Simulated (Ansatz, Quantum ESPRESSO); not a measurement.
**CaO (Lime): from Born charge to LO-TO splitting**

Aim: work out the LO frequency and the static dielectric constant of CaO (Lime) from one linear-response run, then check them.

Main program and level: Quantum ESPRESSO 8.0 development, patched; DFT LDA, scalar-relativistic, plane waves, PseudoDojo norm-conserving pseudopotentials.

## Step 1: The relaxed structure

The structure is cubic, space group Fm-3m (No. 225). The conventional cell has a = 4.704 Å, b = 4.704 Å, c = 4.704 Å, α = 90.00°, β = 90.00°, γ = 90.00°. Ca has 6 O at 2.35 Å nearest. O has 6 Ca at 2.35 Å nearest. Farther neighbours and most contacts between anions are not listed.

Coordinates:

```
CELL_PARAMETERS angstrom
-2.35206 0.00000 2.35206
0.00000 2.35206 2.35206
-2.35206 2.35206 0.00000
ATOMIC_POSITIONS crystal
Ca 0.00000 0.00000 0.00000
O 0.50000 0.50000 0.50000
```

This is the cell after its relaxation at this level of theory, not the database cell from which that began.

## Step 2: What the response run gave

A linear-response run on the relaxed cell, with the response to an electric field; only its zone-centre results are used. Cutoff 84 Ry, k mesh 8×8×8.

What it wrote:

```text
[banners, grids, parts of the stress and lines that vanish by symmetry left out]
Program PHONON v.8.0dev
     Dynamical matrices for q-points given in input
     (   1q-points):
[...]
Exchange-correlation= PW
                           (   1   4   0   0   0   0   0)
[...]
kinetic-energy cut-off    =      84.0000  Ry
     charge density cut-off    =     336.0000  Ry
     convergence threshold     =      1.0E-18
[...]
Exchange-correlation= PW
                           (   1   4   0   0   0   0   0)
[...]
q = (   0.0000000   0.0000000   0.0000000 )
     49 Sym.Ops. (with q -> -q+G )
     G cutoff =  672.5657  (  18197 G-vectors)     FFT grid: ( 40, 40, 40)
     number of k points=    29
[...]
Mode symmetry, O_h (m-3m)  point group:
[...]
Dielectric constant
[...]
End of electric fields calculation
          Dielectric constant in cartesian axis
          (       3.870661463       0.000000000       0.000000000 )
          (       0.000000000       3.870661463       0.000000000 )
          (      -0.000000000      -0.000000000       3.870661463 )
          Effective charges (d Force / dE) in cartesian axis without acoustic sum rule applied (asr)
           atom    1  Ca    Mean Z*:        2.37852
      Ex  (        2.37852       -0.00000        0.00000 )
      Ey  (       -0.00000        2.37852       -0.00000 )
      Ez  (        0.00000       -0.00000        2.37852 )
           atom    2  O     Mean Z*:       -2.37887
      Ex  (       -2.37887       -0.00000       -0.00000 )
      Ey  (       -0.00000       -2.37887       -0.00000 )
      Ez  (        0.00000        0.00000       -2.37887 )
          Effective charges Sum: Mean:       -0.00035
[...]
Effective charges (d Force / dE) in cartesian axis with asr applied:
           atom    1  Ca    Mean Z*:        2.37870
[...]
atom    2  O     Mean Z*:       -2.37870
[...]
Dielectric constant from finite-differences
          (       3.870669456       0.000000000      -0.000000000 )
          (       0.000000000       3.870669456      -0.000000000 )
          (      -0.000000000      -0.000000000       3.870669456 )
[...]
(      -0.000000000      -0.000000000       0.000000000 )
          (       0.000000000       0.000000000       0.000000000 )
          (      -0.000000000      -0.000000000      -0.000000000 )
          (      -0.000000000       0.000000000      -0.000000000 )
          (      -0.000000000      -0.000000000      -0.000000000 )
          (       0.000000000      -0.000000000      -0.000000000 )
          (      -0.000000000       0.000000000       0.000000000 )
          (      -0.000000000       0.000000000      -0.000000000 )
[...]
(       0.000000000       0.000000000       0.000000000 )
          (      -0.000000000       0.000000000      -0.000000000 )
          (      -0.000000000       0.000000000       0.000000000 )
          (      -0.000000000       0.000000000      -0.000000000 )
          (       0.000000000       0.000000000       0.000000000 )
[...]
Representation #   1 modes #   1   2   3
[...]
End of self-consistent calculation
     Convergence has been achieved
     Representation #   2 modes #   4   5   6
[...]
End of self-consistent calculation
     Convergence has been achieved
[...]
Dielectric constant in cartesian axis
          (       3.870661463       0.000000000       0.000000000 )
          (       0.000000000       3.870661463       0.000000000 )
          (      -0.000000000      -0.000000000       3.870661463 )
          Effective charges (d Force / dE) in cartesian axis without acoustic sum rule applied (asr)
           atom    1  Ca    Mean Z*:        2.37852
      Ex  (        2.37852       -0.00000        0.00000 )
      Ey  (       -0.00000        2.37852       -0.00000 )
      Ez  (        0.00000       -0.00000        2.37852 )
           atom    2  O     Mean Z*:       -2.37887
      Ex  (       -2.37887       -0.00000       -0.00000 )
      Ey  (       -0.00000       -2.37887       -0.00000 )
      Ez  (        0.00000        0.00000       -2.37887 )
          Effective charges Sum: Mean:       -0.00035
[...]
Effective charges (d Force / dE) in cartesian axis with asr applied:
           atom    1  Ca    Mean Z*:        2.37870
[...]
atom    2  O     Mean Z*:       -2.37870
[...]
q = (    0.000000000   0.000000000   0.000000000 )
[...]
freq (    1) =      -0.033068 [THz] =      -1.103037 [cm-1]
     freq (    2) =      -0.033068 [THz] =      -1.103037 [cm-1]
     freq (    3) =      -0.033068 [THz] =      -1.103037 [cm-1]
     freq (    4) =       8.720875 [THz] =     290.897092 [cm-1]
     freq (    5) =       8.720875 [THz] =     290.897092 [cm-1]
     freq (    6) =       8.720875 [THz] =     290.897092 [cm-1]
[...]
Mode symmetry, O_h (m-3m)  point group:
     freq (   1-   3) =         -1.1  [cm-1]   --> T_1u G_15  G_4- I
     freq (   4-   6) =        290.9  [cm-1]   --> T_1u G_15  G_4- I

   JOB DONE.
```

| quantity | value |
| --- | --- |
| cell volume Ω (Å³) | 26.024 |
| mass of Ca (u) | 40.078 |
| mass of O (u) | 15.999 |
| Born charge of Ca, raw (e) | 2.378 |
| Born charge of O, raw (e) | -2.379 |
| ε∞ | 3.871 |
| ω(TO) after the sum rule (cm⁻¹) | 290.9 |

## Step 3: The calculation

The charges must sum to zero over the cell; taking off their mean, 0.000 e, leaves Z* = 2.379 e on Ca. In the polar mode Ca moves against O, so the reduced mass is μ = 40.08 × 16.00 / 56.08 = 11.434 u.

A longitudinal wave builds up a field that adds to the restoring force: ω(LO)² = ω(TO)² + 4π Z*² / (μ Ω ε∞), in Hartree atomic units. With μ = 20844 electron masses and Ω = 175.62 bohr³ the second term is 5.0183e-06 Ha², or 241725 cm⁻² (1 Ha = 219474.6 cm⁻¹).

So ω(LO) = √(84623 + 241725) = 571.3 cm⁻¹, and by the Lyddane-Sachs-Teller relation ε₀ = ε∞ (ω(LO)/ω(TO))² = 14.93.

## Step 4: Check against the program

The analysis program adds the same non-analytic term to the full matrix, here for q along (1 0 0).

What it wrote:

```text
[banner, memory and clock lines left out]
Program DYNMAT v.8.0dev

     Reading Dynamical Matrix from file g.dyn
     ...Force constants read
     ...epsilon and Z* read
     ...Raman cross sections read

     Polarizability (A^3 units)
     multiply by 0.511016 for Clausius-Mossotti correction (not under assume_isolated = 'mt')
         5.944952    0.000000   -0.000000
         0.000000    5.944952   -0.000000
         0.000000    0.000000    5.944952

     IR activities are in (D/A)^2/amu units

# mode   [cm-1]    [THz]      IR
    1     -0.00   -0.0000    0.0000
    2     -0.00   -0.0000    0.0000
    3      0.00    0.0000    0.0000
    4    290.90    8.7211   11.4165
    5    290.90    8.7211   11.4165
    6    571.27   17.1263   11.4165
```

ε₀ comes from the program's run without a direction of q.

| quantity | by hand | program |
| --- | --- | --- |
| ω(LO) (cm⁻¹) | 571.3 | 571.3 |
| ε₀ | 14.93 | 14.93 |

## Step 5: Outcome

```
TO mode                    : 290.9 cm⁻¹
LO mode                    : 571.3 cm⁻¹
static dielectric constant : 14.93
```

**Reading.** The LO mode of CaO (Lime) lies at 571 cm⁻¹, 280 cm⁻¹ above the TO mode; the formula meets the program within 0.1 cm⁻¹, as it must for a cubic crystal with one polar mode. ω(LO)² − ω(TO)² goes with Z*²/ε∞: an error of 5 % in ε∞ would move the LO mode by 10.2 cm⁻¹, and semilocal functionals tend to overestimate ε∞. These are harmonic values at zero temperature, at the volume of this functional, for the structure held cubic; stability elsewhere in the zone is no part of this calculation.

[Host names and launcher messages were left out of these logs when they were recorded.]

[Logs are printed without paths, hosts, clocks, repeated set-up lines and the standing remarks that a program may print on its own settings, such as how far it seeks lower states.]

[Hosts, paths, dates, database ids (printed as entryN), source tags and the programs' standing remarks are cut or masked in the printed files.]
